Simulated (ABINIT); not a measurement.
# Nb (Im-3m): from the cell to the phonon bands, part 2 of 3

How does Nb (Im-3m) vibrate, and is this structure a minimum?

ABINIT 10.8.3; DFT PBEsol, scalar-relativistic, plane waves, PseudoDojo norm-conserving pseudopotentials.

So far. Step 3 (Relaxation): The volume changes by -4.8 % in this run and stands -4.8 % from the first cell. Step 4 (Ground state): The cell stands at -0.59 GPa: the relaxation ran with a smoothed and higher cutoff, and the difference is a stress of the finite basis. The relaxed cell has a = 3.273 Å (conventional setting).

The database entry behind the starting cell differs from later determinations by our own check (about 0.8 % long, hydrogen-cycled sample), so it need not match the best structure at ambient conditions.

### Step 5. Zone-centre response

At q = 0 one unit cell holds all displacements. The response is solved for single atoms along the cell's directions, and symmetry skips those that follow from others. The crystal is treated as a metal, which screens a static field, so no field response is asked.

File dfpt_gamma.abi:

```

# common to the responses
getwfk_filepath "gso_WFK"
kptopt 2
nqpt 1
qpt 0.0 0.0 0.0
asr 0
chneut 0

# displacements
rfphon 1
rfatpol 1 1
rfdir 1 1 1
tolvrs 1.0d-10
prtwf 0
prtpot 1

# basis, mesh and filling
ecut 37.0
ngkpt 12 12 12
nshiftk 1
shiftk 0.0 0.0 0.0
istwfk *1
occopt 7
tsmear 0.01
nband 12
nstep 100
diemac 1000000.0
prtebands 0
prtgsr 0

# cell and atoms
acell 5.356788305 5.356788305 5.356788305
rprim 
    -0.5773502692 0.5773502692 0.5773502692
    0.5773502692 -0.5773502692 0.5773502692
    0.5773502692 0.5773502692 -0.5773502692
ntypat 1
znucl 41
natom 1
typat 1
xred 
    0.0 0.0 0.0
pp_dirpath "./pseudo"
pseudos "Nb.upf"
```

Run with:

```console
$ OMP_NUM_THREADS=1 mpirun -n 4 abinit dfpt_gamma.abi > dfpt_gamma.log
```

Numbers of over 12 decimals in the logs are rounded to 6 here.

dfpt_gamma.abo, the main output file:

```text
[banners, grids, parts of the stress and lines that vanish by symmetry left out]
- input  file    -> dfpt_gamma.abi
- output file    -> dfpt_gamma.abo
- root for input  files -> dfpt_gammai
- root for output files -> dfpt_gammao

 Symmetries : space group Im -3 m (#229); Bravais cI (body-center cubic)
================================================================================
 Values of the parameters that define the memory need of the present run (RF).
     intxc =       0      iscf =       7    lmnmax =       6     lnmax =       6
     mgfft =      30  mpssoang =       3    mqgrid =    3001     natom =       1
  nloc_mem =       1    nspden =       1   nspinor =       1    nsppol =       1
      nsym =      48    n1xccc =    2501    ntypat =       1    occopt =       7
   xclevel =       2
-    mband =          12        mffmem =           1         mkmem =         217
-   mkqmem =         217        mk1mem =         217           mpw =        1286
      nfft =       27000          nkpt =         868
- my_mband =          12
================================================================================
================================================================================

--------------------------------------------------------------------------------
------------- Echo of variables that govern the present computation ------------
--------------------------------------------------------------------------------
-
- outvars: echo of selected default values
-   iomode0 =  0 , fftalg0 =312 , wfoptalg0 =  0
-
- outvars: echo of global parameters not present in the input file
-  max_nthreads =    1
-
 -outvars: echo values of preprocessed input variables --------
            acell      5.3567883050E+00  5.3567883050E+00  5.3567883050E+00 Bohr
              amu      9.29063800E+01
              asr           0
           chneut           0
             ecut      3.70000000E+01 Hartree
-          fftalg         312
           istwfk        1    0    0    0    0    0    1    0    0    0
                         0    0    0    0    0    0    0    0    0    0
                         0    0    0    0    0    0    0    0    0    0
                         0    0    0    0    0    0    0    0    0    0
                         0    0    0    0    0    0    0    0    0    0
                       outvar_i_n : Printing only first  50 k-points.
              ixc     -116133
              kpt      0.00000000E+00  0.00000000E+00  0.00000000E+00
                       8.33333333E-02  0.00000000E+00  0.00000000E+00
                       1.66666667E-01  0.00000000E+00  0.00000000E+00
                       2.50000000E-01  0.00000000E+00  0.00000000E+00
                       [...]
                       outvar_i_n : Printing only first  50 k-points.
           kptopt           2
         kptrlatt       12    0    0      0   12    0      0    0   12
          kptrlen      6.42814597E+01
P           mkmem         217
P          mkqmem         217
P          mk1mem         217
            natom           1
            nband          12
           nbdbuf           2
            ngfft          30      30      30
             nkpt         868
             nqpt           1
            nstep         100
             nsym          48
           ntypat           1
              occ      2.000000  2.000000  2.000000  2.000000  2.000000  2.000000
                       1.000000  0.000000  0.000000  0.000000  0.000000  0.000000
                       2.000000  2.000000  2.000000  2.000000  2.000000  2.000000
                       1.000000  0.000000  0.000000  0.000000  0.000000  0.000000
                       [...]
                       prtocc : prtvol=0, do not print more k-points.
           occopt           7
        optdriver           1
        prtebands           0
           prtgsr           0
           prtpot           1
            prtwf           0
           rfphon           1
            rprim     -5.7735026920E-01  5.7735026920E-01  5.7735026920E-01
                       5.7735026920E-01 -5.7735026920E-01  5.7735026920E-01
                       5.7735026920E-01  5.7735026920E-01 -5.7735026920E-01
          spgroup         229
           symrel      1  0  0   0  1  0   0  0  1      -1  0  0   0 -1  0   0  0 -1
                      -1 -1 -1   0  0  1   0  1  0       1  1  1   0  0 -1   0 -1  0
                       0  1  0   1  0  0  -1 -1 -1       0 -1  0  -1  0  0   1  1  1
                       0  0  1  -1 -1 -1   1  0  0       0  0 -1   1  1  1  -1  0  0
                       [...]
           tolvrs      1.00000000E-10
            typat      1
              wtk        0.00058    0.00116    0.00116    0.00116    0.00116    0.00116
                         0.00058    0.00116    0.00116    0.00116    0.00116    0.00116
                         0.00116    0.00116    0.00116    0.00116    0.00116    0.00116
                         0.00116    0.00116    0.00116    0.00116    0.00116    0.00116
                       [...]
                       outvars : Printing only first  50 k-points.
            znucl       41.00000

================================================================================

 chkinp: Checking input parameters for consistency.

================================================================================
== DATASET  1 ==================================================================
-   mpi_nproc: 4, omp_nthreads: 1 (-1 if OMP is not activated)

--- !DatasetInfo
iteration_state: {dtset: 1, }
dimensions: {natom: 1, nkpt: 868, mband: 12, nsppol: 1, nspinor: 1, nspden: 1, mpw: 1286, }
cutoff_energies: {ecut:  37.0, pawecutdg:  -1.0, }
electrons: {nelect:   1.30000000E+01, charge:   0.00000000E+00, occopt:   7.00000000E+00, tsmear:   1.00000000E-02, }
meta: {optdriver: 1, rfphon: 1, }
...

 mkfilename: getwfk from: gso_WFK

 Real(R)+Recip(G) space primitive vectors, cartesian coordinates (Bohr,Bohr^-1):
 R(1)= -3.0927432  3.0927432  3.0927432  G(1)=  0.0000000  0.1616688  0.1616688
 R(2)=  3.0927432 -3.0927432  3.0927432  G(2)=  0.1616688  0.0000000  0.1616688
 R(3)=  3.0927432  3.0927432 -3.0927432  G(3)=  0.1616688  0.1616688  0.0000000
 Unit cell volume ucvol=  1.1832910E+02 bohr^3
 Angles (23,13,12)=  1.09471221E+02  1.09471221E+02  1.09471221E+02 degrees
 setup1 : take into account q-point for computing boxcut.

 getcut: wavevector=  0.0000  0.0000  0.0000  ngfft=  30  30  30
         ecut(hartree)=     37.000   => boxcut(ratio)=   2.04527

--- Pseudopotential description ------------------------------------------------
- pspini: atom type   1  psp file is ./pseudo/Nb.upf

   2.03678009E+02                                ecore*ucvol(ha*bohr**3)
--------------------------------------------------------------------------------

 ==>  initialize data related to q vector <==

 The list of irreducible perturbations for this q vector is:
    1)    idir= 1    ipert=   1

================================================================================

 The perturbation idir=   2  ipert=   1 is
 symmetric of a previously calculated perturbation.
 So, its SCF calculation is not needed.

 The perturbation idir=   3  ipert=   1 is
 symmetric of a previously calculated perturbation.
 So, its SCF calculation is not needed.

--------------------------------------------------------------------------------
 Perturbation wavevector (in red.coord.)   0.000000  0.000000  0.000000
 Perturbation : displacement of atom   1   along direction   1
 Found     6 symmetries that leave the perturbation invariant.
 symkpt : the number of k-points, thanks to the symmetries,
 is reduced to   189 .

--------------------------------------------------------------------------------

--------------------------------------------------------------------------------

 dfpt_looppert : total number of electrons, from k and k+q
  fully or partially occupied states are    1.300000E+01 and    1.300000E+01.
 Initialisation of the first-order wave-functions :
  ireadwf=   0

--- !BeginCycle
iteration_state: {dtset: 1, }
solver: {iscf: 7, nstep: 100, nline: 4, wfoptalg: 0, }
tolerances: {tolvrs: 1.00E-10, }
...

     iter   2DEtotal(Ha)        deltaE(Ha) residm    vres2
-ETOT  1  0.526813     -1.555E+03 8.377E+00 5.881E+02
 ETOT  2  1.35744432604383E-02 -5.132E-01 6.412E-02 2.077E+01
 ETOT  3  4.99760890704692E-04 -1.307E-02 2.854E-04 1.704E+00
 ETOT  4 -2.89752462379056E-04 -7.895E-04 5.748E-05 1.334E-03
 ETOT  5 -2.90342619166495E-04 -5.902E-07 1.841E-06 8.112E-06
 ETOT  6 -2.90344796042064E-04 -2.177E-09 7.650E-08 1.489E-08
 ETOT  7 -2.90344819688926E-04 -2.365E-11 5.508E-09 1.372E-10
 ETOT  8 -2.90344825600641E-04 -5.912E-12 2.705E-10 4.933E-12

 At SCF step    8       vres2   =  4.93E-12 < tolvrs=  1.00E-10 =>converged.
================================================================================

 ----iterations are completed or convergence reached----

 Mean square residual over all n,k,spin=   26.069E-14; max=  27.046E-11

 Thirteen components of 2nd-order total energy (hartree) are
 1,2,3: 0th-order hamiltonian combined with 1st-order wavefunctions
     kin0=   1.24035471E+03 eigvalue=   5.61210283E+01  local=  -9.70450341E+02
 4,5,6: 1st-order hamiltonian combined with 1st and 0th-order wfs
 loc psp =  -1.38830102E+03  Hartree=   3.58361782E+02     xc=  -9.12606438E+01
 note that "loc psp" includes a xc core correction that could be resolved
 7,8,9: eventually, occupation + non-local contributions
    edocc=   2.14747808E+02     enl0=   7.47511656E+02   enl1=  -1.72247098E+03
 1-9 gives the relaxation energy (to be shifted if some occ is /=2.0)
   erelax=  -1.55538600E+03
 10,11,12 Non-relaxation  contributions : frozen-wavefunctions and Ewald
 fr.local=   6.92441367E+02 fr.nonlo=   8.61235581E+02  Ewald=   0.00000000E+00
 13,14 Frozen wf xc core corrections (1) and (2)
 frxc 1  =  -1.31944896E+02  frxc 2 =   1.33653655E+02
 Resulting in :
 2DEtotal=   -0.2903448258E-03 Ha. Also 2DEtotal=   -0.790068520013E-02 eV
    (2DErelax=   -1.5553859966E+03 Ha. 2DEnonrelax=    1.5553857062E+03 Ha)
    (  non-var. 2DEtotal :   -2.9049231904E-04 Ha)

================================================================================

 ---- first-order wavefunction calculations are completed ----

 ==> Compute Derivative Database <==

  2nd-order matrix (non-cartesian coordinates, masses not included,
   asr not included )
     j1       j2             matrix element
  dir pert dir pert     real part     imaginary part

   1    1   1    1        -0.0002904930         0.0000000000
   1    1   2    1         0.0000968310         0.0000000000
   1    1   3    1         0.0000968310         0.0000000000
   1    1   2    3         0.0000000000         0.0000000000
   1    1   3    3         0.0000000000         0.0000000000

   2    1   1    1         0.0000968310         0.0000000000
   2    1   2    1        -0.0002904930         0.0000000000
   2    1   3    1         0.0000968310         0.0000000000
   2    1   1    3         0.0000000000         0.0000000000
   2    1   3    3         0.0000000000         0.0000000000

   3    1   1    1         0.0000968310         0.0000000000
   3    1   2    1         0.0000968310         0.0000000000
   3    1   3    1        -0.0002904930         0.0000000000
   3    1   1    3         0.0000000000         0.0000000000
   3    1   2    3         0.0000000000         0.0000000000

   1    3   2    1         0.0000000000         0.0000000000
   1    3   3    1         0.0000000000         0.0000000000

   2    3   1    1         0.0000000000         0.0000000000
   2    3   3    1         0.0000000000         0.0000000000

   3    3   1    1         0.0000000000         0.0000000000
   3    3   2    1         0.0000000000         0.0000000000

  Dynamical matrix, in cartesian coordinates,
   if specified in the inputs, asr has been imposed
     j1       j2             matrix element
  dir pert dir pert     real part    imaginary part

   1    1   1    1        -0.0000101234         0.0000000000
   1    1   2    1        -0.0000000000         0.0000000000
   1    1   3    1        -0.0000000000         0.0000000000

   2    1   1    1        -0.0000000000         0.0000000000
   2    1   2    1        -0.0000101234         0.0000000000
   2    1   3    1         0.0000000000         0.0000000000

   3    1   1    1        -0.0000000000         0.0000000000
   3    1   2    1         0.0000000000         0.0000000000
   3    1   3    1        -0.0000101234         0.0000000000

  Phonon wavevector (reduced coordinates) :  0.00000  0.00000  0.00000
 Phonon energies in Hartree :
  -7.731442E-06 -7.731442E-06 -7.731442E-06
 Phonon frequencies in cm-1    :
- -1.696855E+00 -1.696855E+00 -1.696855E+00

== END DATASET(S) ==============================================================
================================================================================

 -outvars: echo values of variables after computation
            acell      5.3567883050E+00  5.3567883050E+00  5.3567883050E+00 Bohr
           etotal     -2.9034482560E-04
            fcart      0.0000000000E+00  0.0000000000E+00  0.0000000000E+00
           strten      0.0000000000E+00  0.0000000000E+00  0.0000000000E+00
================================================================================
```

Elapsed: 17 s, on 4 MPI ranks of Intel Xeon 6975P-C (Granite Rapids), shared host.

With one atom there are acoustic modes alone, which should vanish; they come out at 1.70 cm⁻¹ in size, the error that the sum rule removes later.

### Step 6. Phonons on a q mesh

Linear response treats each wavevector of the 4×4×4 mesh in the unit cell; the first-order potentials are kept for the electron-phonon matrix elements.

File dfpt_q.abi:

```
ndtset 7

# wavevectors
qpt1 0.25 0.0 0.0
qpt2 0.5 0.0 0.0
qpt3 0.25 0.25 0.0
qpt4 0.25 0.25 0.25
qpt5 -0.25 0.25 0.25
qpt6 0.5 0.5 0.25
qpt7 0.5 0.5 0.5

# displacements
getwfk_filepath "gso_WFK"
getwfq_filepath "gso_WFK"
kptopt 3
nqpt 1
rfphon 1
rfatpol 1 1
rfdir 1 1 1
tolvrs 1.0d-10
prtwf 0
prtpot 1

# basis, mesh and filling
ecut 37.0
ngkpt 12 12 12
nshiftk 1
shiftk 0.0 0.0 0.0
istwfk *1
occopt 7
tsmear 0.01
nband 12
nstep 100
diemac 1000000.0
prtebands 0
prtgsr 0

# cell and atoms
acell 5.356788305 5.356788305 5.356788305
rprim 
    -0.5773502692 0.5773502692 0.5773502692
    0.5773502692 -0.5773502692 0.5773502692
    0.5773502692 0.5773502692 -0.5773502692
ntypat 1
znucl 41
natom 1
typat 1
xred 
    0.0 0.0 0.0
pp_dirpath "./pseudo"
pseudos "Nb.upf"
```

Run with:

```console
$ OMP_NUM_THREADS=1 mpirun -n 4 abinit dfpt_q.abi > dfpt_q.log
```

dfpt_q.abo, the main output file:

```text
[banners, grids, parts of the stress and lines that vanish by symmetry left out]
- input  file    -> dfpt_q.abi
- output file    -> dfpt_q.abo
- root for input  files -> dfpt_qi
[...]
DATASET    1 : space group Im -3 m (#229); Bravais cI (body-center cubic)
[...]
nfft =       27000          nkpt =        1728
[...]
DATASET    2 : space group Im -3 m (#229); Bravais cI (body-center cubic)
[...]
nfft =       27000          nkpt =        1728
[...]
DATASET    3 : space group Im -3 m (#229); Bravais cI (body-center cubic)
[...]
nfft =       27000          nkpt =        1728
[...]
DATASET    4 : space group Im -3 m (#229); Bravais cI (body-center cubic)
[...]
nfft =       27000          nkpt =        1728
[...]
DATASET    5 : space group Im -3 m (#229); Bravais cI (body-center cubic)
[...]
nfft =       27000          nkpt =        1728
[...]
DATASET    6 : space group Im -3 m (#229); Bravais cI (body-center cubic)
[...]
nfft =       27000          nkpt =        1728
[...]
DATASET    7 : space group Im -3 m (#229); Bravais cI (body-center cubic)
[...]
nfft =       27000          nkpt =        1728
[...]
== DATASET  1 ==================================================================
[...]
cutoff_energies: {ecut:  37.0, pawecutdg:  -1.0, }
[...]
Perturbation : displacement of atom   1   along direction   1
[...]
-ETOT  1   43.753156500397     -1.842E+03 8.360E+00 9.104E+05
 ETOT  2   322.65070383810      2.789E+02 8.846E-01 6.881E+06
 ETOT  3   1.806490     -3.208E+02 6.016E-01 3.380E+03
 ETOT  4   1.630178     -1.763E-01 2.066E-03 1.678E+00
 ETOT  5   1.629952     -2.257E-04 8.077E-05 6.002E-03
[...]
At SCF step   12       vres2   =  4.88E-13 < tolvrs=  1.00E-10 =>converged.
[...]
Perturbation : displacement of atom   1   along direction   2
[...]
-ETOT  1   1.403188     -1.567E+03 8.395E+00 5.532E+02
[...]
At SCF step   11       vres2   =  6.09E-11 < tolvrs=  1.00E-10 =>converged.
[...]
Phonon wavevector (reduced coordinates) :  0.25000  0.00000  0.00000
 Phonon energies in Hartree :
[...]
Phonon frequencies in cm-1    :
-  7.626451E+01  1.004613E+02  1.460334E+02
[...]
== DATASET  2 ==================================================================
[...]
cutoff_energies: {ecut:  37.0, pawecutdg:  -1.0, }
[...]
- 41.00000  13.00000  180301                  znucl, zion, pspdat
[...]
Perturbation : displacement of atom   1   along direction   1
[...]
-ETOT  1   5.629277     -1.721E+03 1.089E+01 9.663E+01
[...]
ETOT  7   5.250102     -1.528E-07 4.110E-07 9.233E-07
 ETOT  8   5.250102     -2.888E-10 7.719E-08 9.911E-11
 At SCF step    8       vres2   =  9.91E-11 < tolvrs=  1.00E-10 =>converged.
[...]
Phonon wavevector (reduced coordinates) :  0.50000  0.50000  0.50000
 Phonon energies in Hartree :
[...]
Phonon frequencies in cm-1    :
-  2.281186E+02  2.281186E+02  2.281186E+02
[...]
fcart7     0.0000000000E+00  0.0000000000E+00  0.0000000000E+00
       
================================================================================
```

Run time: 23 min. Hardware: 4 MPI ranks; 1.5 h of CPU time.

Read from the output:

```yaml
lowest_mode_on_the_q_mesh_acoustic_ones_at_the_zone_centre_apart: 76.26 cm⁻¹
```

Frequencies (cm⁻¹) before the sum rule at the irreducible wavevectors but Γ, which is solved apart; negative means imaginary. Frequencies by wavevector:

| q (fractions) | star | mode 1 | mode 2 | mode 3 |
| --- | --- | --- | --- | --- |
| 0.25 0 0 | 12 | 76.26 | 100.5 | 146 |
| 0.5 0 0 | 6 | 148.3 | 175.6 | 195.9 |
| 0.25 0.25 0 | 24 | 134.7 | 135.8 | 206.7 |
| 0.25 0.25 0.25 | 2 | 179.1 | 179.1 | 179.1 |
| -0.25 0.25 0.25 | 6 | 115.8 | 115.8 | 206.2 |
| 0.5 0.5 0.25 | 12 | 151.2 | 197.3 | 204.3 |
| 0.5 0.5 0.5 | 1 | 228.1 | 228.1 | 228.1 |

[end of part 2 of 3]

[Host names and launcher messages were left out of these logs when they were recorded.]

[Logs are printed without paths, hosts, clocks, repeated set-up lines and the standing remarks that a program may print on its own settings, such as how far it seeks lower states.]

[Hosts, paths, dates, database ids (printed as entryN), source tags and the programs' standing remarks are cut or masked in the printed files.]
